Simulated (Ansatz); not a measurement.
## Ca on Ti(0001): change of the work function

Wanted: Δφ(θ) for Ca/Ti(0001), starting from the fcc site.

Method: plane-wave DFT, PBE, Ansatz PAW, in Ansatz 0.2.0.

This is a report of a sequence of runs, with most program output left out.

## (1) Starting point

The cell holds 4 atoms: 4 Ti. Cell: a = 2.950 Å, b = 2.950 Å, c = 25.027 Å, α = 90.0°, β = 90.0°, γ = 60.0°. Vacuum lies along c.

## (2) The clean slab

The bare slab comes first, as the zero from which every change is counted. The two lowest layers are held at bulk places and the upper ones relax. The dipole correction removes the false field that a one-sided slab makes across the periodic vacuum, so each face gets a flat vacuum level of its own.

Contents of input.yaml:

```yaml
crystal:
  lattice:
    - [2.95, 0.0, 0.0]
    - [1.475, 2.5547749412, 0.0]
    - [0.0, 0.0, 25.0269]
  atoms:
    - { symbol: Ti, position: [0.6666666667, 0.6666666667, 0.3596130564] }
    - { symbol: Ti, position: [0.0, 0.0, 0.4532043521] }
    - { symbol: Ti, position: [0.6666666667, 0.6666666667, 0.5467956479] }
    - { symbol: Ti, position: [0.0, 0.0, 0.6403869436] }
kpoints:
  mp_grid: { grid: [12, 12, 1] }
hamiltonian:
  xc: pbe
scf:
  occupations: { method: fermi_dirac, width: 0.1 }
  convergence: { dr2_threshold: 1.0e-08 }
efield:
  axis: 3
  dipole_correction: true
  ramp_position: 0.97
  ramp_width: 0.06
relax:
  f_tol: 0.02
  max_steps: 60
  constraints: [{ sites: [0, 1] }]
output:
  write_potential: true
  write_density: true
  volumetric_format: npy
```

Launch:

```sh
ansatz run input.yaml --threads 4 --pin off --max-ram 16384MiB --backend cpu --events-out ev --progress --plain --runs-dir out
```

Elapsed: 9.3 s, on 4 threads of Arm Neoverse V1, shared host; peak memory 0.51 GiB; 36 s of CPU time.

Step by step:

```csv
step,energy less that of the first step (eV),largest force component (eV/Å)
1,0.0000,0.6136
2,-0.0393,0.4318
3,-0.0561,0.0119
```

The run keeps the 6 symmetry operations that it works with, so distortions that break them were not tested.

The atoms that moved most (Å):

```csv
atom,dx,dy,dz,length
Ti4,0.000,0.000,-0.106,0.106
Ti3,0.000,0.000,0.068,0.068
```

Final coordinates:

```xyz
4
Lattice="2.9500 0.0000 0.0000 1.4750 2.5548 0.0000 0.0000 0.0000 25.0269" Properties=species:S:1:pos:R:3
Ti    2.9500    1.7032    9.0000
Ti    0.0000    0.0000   11.3423
Ti    2.9500    1.7032   13.7526
Ti    0.0000    0.0000   15.9213
```

This step gave:

```yaml
energy_at_zero_smearing: -9996.7499 eV
work_function_upper_face: 4.373 eV
work_function_lower_face: 4.423 eV
dipole_along_the_normal: 0.002104 e·Å
step_between_the_vacuum_levels: -0.05051 eV
```

Running mean over 2.342 Å of the planar mean; the ramp of the sawtooth is left out. The electron's electrostatic potential energy less the Fermi level by z:

z (Å), electron's electrostatic potential energy less the Fermi level (eV) and a bar from the least value:
```
      3.5       4.42 ##############################
      4.0       4.42 ##############################
      4.5       4.42 ##############################
      5.0       4.40 ##############################
      5.5       4.36 ##############################
      6.0       4.24 ##############################
      6.5       3.89 #############################
      7.0       2.89 ##########################
      7.5       0.39 ####################
      8.0      -3.13 ###########
      8.5      -5.88 ####
      9.0      -6.74 ##
      9.5      -6.71 ##
     10.0      -6.59 ###
     10.5      -6.56 ###
     11.0      -6.58 ###
     11.5      -6.56 ###
     12.0      -6.38 ###
     12.5      -6.24 ####
     13.0      -6.32 ###
     13.5      -6.57 ###
     14.0      -6.94 ##
     14.5      -7.53 
     15.0      -7.68 
     15.5      -7.32 #
     16.0      -6.81 ##
     16.5      -5.57 #####
     17.0      -2.61 #############
     17.5       0.85 #####################
     18.0       3.07 ###########################
     18.5       3.92 #############################
     19.0       4.22 #############################
     19.5       4.32 ##############################
     20.0       4.36 ##############################
     20.5       4.37 ##############################
     21.0       4.37 ##############################
     21.5       4.37 ##############################
```

The relaxation took 3 steps and lowered the energy by 0.056 eV; the largest force on the free atoms ends at 0.012 eV/Å.

The work function of the upper face is 4.37 eV.

## (3) The covered slab, k-mesh 4×4×1, coverage 0.111 ML

System of this step: Ca/Ti(0001). The cell holds 37 atoms: 36 Ti and 1 Ca. Its edges and angles: a = 8.850 Å, b = 8.850 Å, c = 27.934 Å, α = 90.0°, β = 90.0°, γ = 60.0°. Vacuum lies along c.

The clean slab as it ended is repeated in the plane and the adsorbate is set on one face; the cell's size fixes the coverage, and the k-mesh shrinks with it to keep the sampling density about even. Adsorbate and upper layers relax, since the dipole depends on the height.

Contents of input.yaml:

```yaml
crystal:
  lattice:
    - [8.8500000001, 0.0, 0.0]
    - [4.425, 7.6643248235, 0.0]
    - [0.0, 0.0, 27.9339690555]
  atoms:
    - { symbol: Ti, position: [0.2222222222, 0.2222222222, 0.3221883715] }
    - { symbol: Ti, position: [0.0, 0.0, 0.4060396851] }
    - { symbol: Ti, position: [0.2222222222, 0.2222222222, 0.4923254474] }
    - { symbol: Ti, position: [0.0, 0.0, 0.5699612055] }
    - { symbol: Ti, position: [0.2222222222, 0.5555555556, 0.3221883715] }
    - { symbol: Ti, position: [0.0, 0.3333333333, 0.4060396851] }
    - { symbol: Ti, position: [0.2222222222, 0.5555555556, 0.4923254474] }
    - { symbol: Ti, position: [0.0, 0.3333333333, 0.5699612055] }
[... 25 atom lines left out ...]
    - { symbol: Ti, position: [0.6666666667, 0.6666666667, 0.4060396851] }
    - { symbol: Ti, position: [0.8888888889, 0.8888888889, 0.4923254474] }
    - { symbol: Ti, position: [0.6666666667, 0.6666666667, 0.5699612055] }
    - { symbol: Ca, position: [0.1111111111, 0.1111111111, 0.6778116285] }
kpoints:
  mp_grid: { grid: [4, 4, 1] }
hamiltonian:
  xc: pbe
scf:
  occupations: { method: fermi_dirac, width: 0.1 }
  convergence: { dr2_threshold: 1.0e-08 }
efield:
  axis: 3
  dipole_correction: true
  ramp_position: 0.97
  ramp_width: 0.06
relax:
  f_tol: 0.02
  max_steps: 60
  constraints:
    - { sites: [0, 1, 4, 5, 8, 9, 12, 13, 16, 17, 20, 21, 24, 25, 28, 29, 32, 33] }
output:
  write_potential: true
  write_density: true
  volumetric_format: npy
```

Elapsed: 12 min, on 4 threads; peak memory 8.2 GiB.

Relaxation path:

```csv
step,energy less that of the first step (eV),largest force component (eV/Å)
1,0.0000,0.9855
2,-0.2149,0.7208
3,-0.2973,0.1531
4,-0.3081,0.0354
5,-0.3089,0.0056
```

The run keeps the 6 symmetry operations that it works with, so distortions that break them were not tested.

The atoms that moved most (Å):

```csv
atom,dx,dy,dz,length
Ca37,0.000,0.000,-0.430,0.430
Ti8,0.000,-0.029,-0.097,0.101
Ti16,-0.025,0.015,-0.097,0.101
Ti4,0.025,0.015,-0.097,0.101
Ti32,0.065,-0.038,0.062,0.097
Ti20,-0.065,-0.038,0.062,0.097
Ti24,0.000,0.075,0.062,0.097
Ti12,-0.017,0.010,0.077,0.079
```

The relaxed structure:

```xyz
37
Lattice="8.8500 0.0000 0.0000 4.4250 7.6643 0.0000 0.0000 0.0000 27.9340" Properties=species:S:1:pos:R:3
Ti    2.9500    1.7032    9.0000
Ti    0.0000    0.0000   11.3423
Ti    2.9739    1.7170   13.6801
Ti    0.0252    0.0146   15.8242
Ti    4.4250    4.2580    9.0000
Ti    1.4750    2.5548   11.3423
Ti    4.4161    4.2631   13.8081
Ti    1.4750    2.5256   15.8242
Ti    5.9000    6.8127    9.0000
Ti    2.9500    5.1095   11.3423
Ti    5.9000    6.7852   13.6801
Ti    2.9329    5.1194   15.9979
Ti    5.9000    1.7032    9.0000
Ti    2.9500    0.0000   11.3423
Ti    5.9000    1.6930   13.8081
Ti    2.9248    0.0146   15.8242
Ti    7.3750    4.2580    9.0000
Ti    4.4250    2.5548   11.3423
Ti    7.3839    4.2631   13.8081
Ti    4.3599    2.5172   15.9831
Ti    8.8500    6.8127    9.0000
Ti    5.9000    5.1095   11.3423
Ti    8.8849    6.7926   13.7366
Ti    5.9000    5.1847   15.9831
Ti    8.8500    1.7032    9.0000
Ti    5.9000    0.0000   11.3423
Ti    8.8261    1.7170   13.6801
Ti    5.9000   -0.0197   15.9979
Ti   10.3250    4.2580    9.0000
Ti    7.3750    2.5548   11.3423
Ti   10.3250    4.2983   13.7366
Ti    7.4401    2.5172   15.9831
Ti   11.8000    6.8127    9.0000
Ti    8.8500    5.1095   11.3423
Ti   11.7651    6.7926   13.7366
Ti    8.8671    5.1194   15.9979
Ca    1.4750    0.8516   18.5041
```

This step gave:

```yaml
energy_at_zero_smearing: -91788.4920 eV
work_function_upper_face: 2.790 eV
work_function_lower_face: 4.415 eV
dipole_along_the_normal: 0.6091 e·Å
step_between_the_vacuum_levels: -1.625 eV
```

Running mean over 2.342 Å of the planar mean; the ramp of the sawtooth is left out. Table of electron's electrostatic potential energy less the Fermi level by z:

z (Å), electron's electrostatic potential energy less the Fermi level (eV) and a bar from the least value:
```
      3.5       4.41 ##############################
      4.0       4.41 ##############################
      4.5       4.41 ##############################
      5.0       4.40 ##############################
      5.5       4.35 ##############################
      6.0       4.23 ##############################
      6.5       3.88 #############################
      7.0       2.89 ##########################
      7.5       0.38 ####################
      8.0      -3.14 ###########
      8.5      -5.86 ####
      9.0      -6.74 ##
      9.5      -6.71 ##
     10.0      -6.59 ##
     10.5      -6.56 ##
     11.0      -6.58 ##
     11.5      -6.57 ##
     12.0      -6.42 ###
     12.5      -6.31 ###
     13.0      -6.37 ###
     13.5      -6.58 ##
     14.0      -6.90 ##
     14.5      -7.39 
     15.0      -7.50 
     15.5      -7.17 #
     16.0      -6.72 ##
     16.5      -5.60 #####
     17.0      -3.03 ###########
     17.5      -0.22 ##################
     18.0       1.42 ######################
     18.5       1.85 ########################
     19.0       1.92 ########################
     19.5       2.11 ########################
     20.0       2.45 #########################
     20.5       2.66 ##########################
     21.0       2.74 ##########################
     21.5       2.77 ##########################
     22.0       2.78 ##########################
     22.5       2.79 ##########################
     23.0       2.79 ##########################
     23.5       2.79 ##########################
     24.0       2.79 ##########################
     24.5       2.79 ##########################
```

The relaxation took 5 steps and lowered the energy by 0.31 eV; the largest force on the free atoms ends at 0.0056 eV/Å.

The covered face has 2.79 eV, -1.58 eV against the clean one; the bare back face has moved by -0.01 eV, a measure of how thin the slab is.

## (4) Adsorbate added, k-mesh 6×6×1, coverage 0.25 ML

System of this step: Ca/Ti(0001). The cell holds 17 atoms: 16 Ti and 1 Ca. Cell: a = 5.900 Å, b = 5.900 Å, c = 27.934 Å, α = 90.0°, β = 90.0°, γ = 60.0°. Vacuum lies along c.

Another coverage, to see how the dipoles act on each other as their distance changes.

Contents of input.yaml:

```yaml
crystal:
  lattice:
    - [5.9, 0.0, 0.0]
    - [2.95, 5.1095498824, 0.0]
    - [0.0, 0.0, 27.9339690555]
  atoms:
    - { symbol: Ti, position: [0.3333333333, 0.3333333333, 0.3221883715] }
    - { symbol: Ti, position: [0.0, 0.0, 0.4060396851] }
    - { symbol: Ti, position: [0.3333333333, 0.3333333333, 0.4923254474] }
    - { symbol: Ti, position: [0.0, 0.0, 0.5699612055] }
    - { symbol: Ti, position: [0.3333333333, 0.8333333333, 0.3221883715] }
    - { symbol: Ti, position: [0.0, 0.5, 0.4060396851] }
    - { symbol: Ti, position: [0.3333333333, 0.8333333333, 0.4923254474] }
    - { symbol: Ti, position: [0.0, 0.5, 0.5699612055] }
    - { symbol: Ti, position: [0.8333333333, 0.3333333333, 0.3221883715] }
    - { symbol: Ti, position: [0.5, 0.0, 0.4060396851] }
    - { symbol: Ti, position: [0.8333333333, 0.3333333333, 0.4923254474] }
    - { symbol: Ti, position: [0.5, 0.0, 0.5699612055] }
    - { symbol: Ti, position: [0.8333333333, 0.8333333333, 0.3221883715] }
    - { symbol: Ti, position: [0.5, 0.5, 0.4060396851] }
    - { symbol: Ti, position: [0.8333333333, 0.8333333333, 0.4923254474] }
    - { symbol: Ti, position: [0.5, 0.5, 0.5699612055] }
    - { symbol: Ca, position: [0.1666666667, 0.1666666667, 0.6778116285] }
kpoints:
  mp_grid: { grid: [6, 6, 1] }
hamiltonian:
  xc: pbe
scf:
  occupations: { method: fermi_dirac, width: 0.1 }
  convergence: { dr2_threshold: 1.0e-08 }
efield:
  axis: 3
  dipole_correction: true
  ramp_position: 0.97
  ramp_width: 0.06
relax:
  f_tol: 0.02
  max_steps: 60
  constraints: [{ sites: [0, 1, 4, 5, 8, 9, 12, 13] }]
output:
  dos: { projected: true, e_range: [-8, 4] }
  write_potential: true
  write_density: true
  volumetric_format: npy
  elf: true
```

It took 2.1 min on 4 threads; peak memory 2.5 GiB; 8.4 min of CPU time.

Relaxation path:

```csv
step,energy less that of the first step (eV),largest force component (eV/Å)
1,0.0000,0.8662
2,-0.1671,0.6160
3,-0.2269,0.1924
4,-0.2330,0.0381
5,-0.2334,0.0109
```

The run keeps the 6 symmetry operations that it works with, so distortions that break them were not tested.

The atoms that moved most (Å):

```csv
atom,dx,dy,dz,length
Ca17,0.000,0.000,-0.342,0.342
Ti16,0.000,0.000,0.160,0.160
Ti15,0.000,0.000,-0.053,0.053
Ti7,0.000,-0.033,-0.011,0.035
Ti11,-0.029,0.016,-0.011,0.035
Ti3,0.029,0.016,-0.011,0.035
Ti4,0.017,0.010,-0.015,0.025
Ti12,-0.017,0.010,-0.015,0.025
```

Final coordinates:

```xyz
17
Lattice="5.9000 0.0000 0.0000 2.9500 5.1095 0.0000 0.0000 0.0000 27.9340" Properties=species:S:1:pos:R:3
Ti    2.9500    1.7032    9.0000
Ti    0.0000    0.0000   11.3423
Ti    2.9786    1.7197   13.7414
Ti    0.0166    0.0096   15.9060
Ti    4.4250    4.2580    9.0000
Ti    1.4750    2.5548   11.3423
Ti    4.4250    4.2250   13.7414
Ti    1.4750    2.5356   15.9060
Ti    5.9000    1.7032    9.0000
Ti    2.9500    0.0000   11.3423
Ti    5.8714    1.7197   13.7414
Ti    2.9334    0.0096   15.9060
Ti    7.3750    4.2580    9.0000
Ti    4.4250    2.5548   11.3423
Ti    7.3750    4.2580   13.6997
Ti    4.4250    2.5548   16.0815
Ca    1.4750    0.8516   18.5919
```

This step gave:

- energy at zero smearing: -41804.5370 eV
- work function, upper face: 2.138 eV
- work function, lower face: 4.412 eV
- dipole along the normal: 0.3788 e·Å
- step between the vacuum levels: -2.274 eV

Running mean over 2.342 Å of the planar mean; the ramp of the sawtooth is left out. The electron's electrostatic potential energy less the Fermi level by z:

```csv
z (Å),electron's electrostatic potential energy less the Fermi level (eV)
3.5,4.41
4.0,4.41
4.5,4.41
5.0,4.39
5.5,4.35
6.0,4.23
6.5,3.87
7.0,2.89
7.5,0.377
8.0,-3.14
8.5,-5.86
9.0,-6.74
9.5,-6.70
10.0,-6.59
10.5,-6.56
11.0,-6.57
11.5,-6.57
12.0,-6.45
12.5,-6.37
13.0,-6.42
13.5,-6.60
14.0,-6.87
14.5,-7.28
15.0,-7.35
15.5,-7.06
16.0,-6.65
16.5,-5.64
17.0,-3.42
17.5,-1.27
18.0,-0.306
18.5,-0.307
19.0,-0.396
19.5,0.00715
20.0,0.900
20.5,1.59
21.0,1.89
21.5,2.03
22.0,2.09
22.5,2.12
23.0,2.13
23.5,2.13
24.0,2.14
24.5,2.14
```

The density of states has structure finer than the step of the table below, so its rows give means over 0.25 eV, whole bins alone (the curve runs from -8 to 0.78 eV). Peaks (eV: height): -0.840: 62.7, -0.720: 64.0, -0.630: 47.1, -0.060: 43.3, 0.180: 48.5, 0.660: 56.8, 0.720: 74.7.

Density of states against energy, zero at the Fermi level; means over each step:

```csv
energy (eV),density of states (states/eV a cell)
-6.00,0
-5.75,0.262
-5.50,1.15
-5.25,1.17
-5.00,1.15
-4.75,1.92
-4.50,3.02
-4.25,2.41
-4.00,2.43
-3.75,3.65
-3.50,4.23
-3.25,3.07
-3.00,6.53
-2.75,8.66
-2.50,8.58
-2.25,15.0
-2.00,18.7
-1.75,20.2
-1.50,16.5
-1.25,22.7
-1.00,25.5
-0.75,37.7
-0.50,13.7
-0.25,27.3
0.00,29.3
0.25,34.5
0.50,32.9
```

Projected DOS per atom over height of the atomic layer and energy from the Fermi level. Layers: Ti4 Ti4 Ti4 Ti4 Ca from below.

Ten even steps from '0' (0.00 states/eV) to '9' (2.75 states/eV), each cell a mean:
```
97782
95461
84460
56440
54573
34443
34530
24430
11110
11110
00000
00000
00000
00000
00000
00000
00000
00000
00000
00000
00000
00000
```
Columns: height of the atomic layer (Å) from 9 to 18.6 (not evenly spaced); rows upwards: energy from the Fermi level (eV) from -7.96 to 0.745.

ELF in the ca plane at fractional y = 0.000, with atoms of Ti within 0.2 Å of it. It is the smooth field of the valence electrons, not physical close to the nuclei.

Values, 9 rows by 16 columns, each cell a mean:
```
0.46 0.33 0.47 0.29 0.44 0.39 0.44 0.36 0.22 0.30 0.25 0.17 0.06 0.01 0.00 0.00
0.19 0.28 0.22 0.27 0.17 0.23 0.24 0.21 0.38 0.36 0.24 0.10 0.03 0.00 0.00 0.00
0.18 0.32 0.21 0.29 0.19 0.23 0.26 0.24 0.41 0.36 0.23 0.09 0.02 0.00 0.00 0.00
0.39 0.29 0.46 0.27 0.34 0.34 0.42 0.32 0.24 0.33 0.26 0.16 0.05 0.01 0.00 0.00
0.59 0.39 0.38 0.34 0.65 0.48 0.38 0.40 0.17 0.10 0.12 0.25 0.12 0.02 0.00 0.00
0.28 0.24 0.36 0.26 0.22 0.28 0.34 0.27 0.18 0.20 0.08 0.28 0.25 0.05 0.00 0.00
0.18 0.38 0.24 0.33 0.18 0.23 0.30 0.38 0.26 0.60 0.17 0.28 0.33 0.07 0.01 0.00
0.23 0.24 0.28 0.27 0.17 0.25 0.28 0.25 0.20 0.30 0.10 0.28 0.27 0.05 0.01 0.00
0.56 0.38 0.41 0.33 0.60 0.46 0.40 0.39 0.16 0.07 0.09 0.26 0.15 0.03 0.00 0.00
```
Columns run along c (16.0 Å, from fractional 0.33 to 0.91 of the cell), rows up along a (5.9 Å). Atoms in or near the plane, at fractional coordinates: Ti at (0.41, 0.00), Ti at (0.57, 0.00), Ti at (0.41, 0.50), Ti at (0.57, 0.50).

Valence density in the ca plane at fractional y = 0.000, with atoms of Ti within 0.2 Å of it. It is the smooth field of the valence electrons, not physical close to the nuclei.

Ten steps, logarithmic in the rise over the least value, from '0' (0.00 × 1e0 e/Å³) to '9' (9.63 × 1e0 e/Å³), each cell a mean:
```
22236998522222224899731000000000000000000000
22224675322222223576421000000000000000000000
32222332222233222233211000000000000000000000
42222222222344222222111000000000000000000000
32222222222343222222111000000000000000000000
22223554222232222454311000000000000000000000
22235887422222223788621000000000000000000000
22237998522222225899731100000000000000000000
22236998522222224899731100000000000000000000
22224675322222223577421111110000000000000000
32222332222233222333221123321000000000000000
42222222222333222222221124431000000000000000
32222222222233222222221123431000000000000000
22223554222222222455321112211000000000000000
22235887422222224788621111100000000000000000
22237998522222225899731100000000000000000000
```
Columns run along c (16.0 Å, from fractional 0.33 to 0.91 of the cell), rows up along a (5.9 Å). Atoms in or near the plane, at fractional coordinates: Ti at (0.41, 0.00), Ti at (0.57, 0.00), Ti at (0.41, 0.50), Ti at (0.57, 0.50).

Electrostatic potential energy in the ca plane at fractional y = 0.000, with atoms of Ti within 0.2 Å of it. With pseudopotentials it is smooth inside the atoms' cores, unlike the true potential.

Ten even steps from '0' (-35 eV) to '9' (6 eV), each cell a mean:
```
99862000489999985000268999999999999999999999
88885213689888887422589999999999999999999999
68888767898766888777899999999999999999999999
57899888998645789988999999999999999999999999
57898888998656789888899999999999999999999999
78886445788877888644689999999999999999999999
89873001589989986200379999999999999999999999
99861000489999984000168999999999999999999999
99862000489999984000168998889999999999999999
88885213789888887312479987788899999999999999
68888767898767888766899876667899999999999999
57899888998655789988999875467899999999999999
57898888998766789888899875567899999999999999
78886445789878888544689887778899999999999999
89873001589999985100378988888999999999999999
99861000489999984000158999999999999999999999
```
Columns run along c (16.0 Å, from fractional 0.33 to 0.91 of the cell; values clipped at the 3rd and 97th percentile), rows up along a (5.9 Å). Atoms in or near the plane, at fractional coordinates: Ti at (0.41, 0.00), Ti at (0.57, 0.00), Ti at (0.41, 0.50), Ti at (0.57, 0.50).

The relaxation took 5 steps and lowered the energy by 0.23 eV; the largest force on the free atoms ends at 0.011 eV/Å.

By hand: a sheet of dipoles makes a step −p/(ε₀A) in the electron's potential. With e/ε₀ = 180.95 V·Å, p = 0.3788 e·Å and A = 30.15 Å², that is −180.95 × (0.3788) / 30.15 = -2.274 eV, and the two vacuum levels of the run differ by -2.274 eV.

The covered face has 2.14 eV, -2.24 eV against the clean one; the bare back face has moved by -0.01 eV, a measure of how thin the slab is.

## (5) Work function against coverage

This step: plane-wave DFT, PBE, Ansatz PAW; work function against coverage (Ansatz 0.2.0).

The runs are now put side by side.

Numbers from this step:

```
work function of the clean face     : 4.373 eV
largest change of the work function : -2.235 eV
```

Table of work function of the covered face by coverage:

```csv
coverage (adsorbates/nm²),work function of the covered face (eV)
0.00,4.37
1.47,2.79
3.32,2.14
```

The dipole per adsorbate comes from the change of the cell's dipole. Coverage, by row:

```csv
coverage (1/nm²),coverage (ML),work function (eV),change (eV),"dipole per adsorbate, positive end outwards (debye)",mean height of the added atoms over the highest substrate atom (Å)
1.474,0.1111,2.79,-1.583,2.835,2.506
3.317,0.25,2.138,-2.235,1.779,2.51
```

## (6) Outcome

```yaml
work_function_of_the_clean_face: 4.37 eV
work_function_at_0p11_ml: 2.79 eV
work_function_at_0p25_ml: 2.14 eV
dipole_per_adsorbate_at_0p11_ml_positive_end_outwards: 2.83 D
```

**Reading.** Ca lowers the work function of Ti(0001) at the lowest coverage, by 1.58 eV: the adsorbate layer has its positive end outwards. The slab has 4 layers, at the tabulated experimental lattice constant, one starting site was run, and quantum-size effects of a slab this thin can reach one or two tenths of an eV.

[Logs are printed without paths, hosts, clocks, repeated set-up lines and the standing remarks that a program may print on its own settings, such as how far it seeks lower states.]

[Hosts, paths, dates, database ids (printed as entryN), source tags and the programs' standing remarks are cut or masked in the printed files.]

[Maps of the electrostatic potential energy from Ansatz leave out the sawtooth potential of an applied field or a dipole correction, so their vacuum need not be flat; planar profiles and work functions include it.]

[The density of states shown here was stored with 400 of the rows of the run's finer table, so its peaks can read low, often by over a quarter, or be missed, and its means over a window can be off by a tenth or more.]
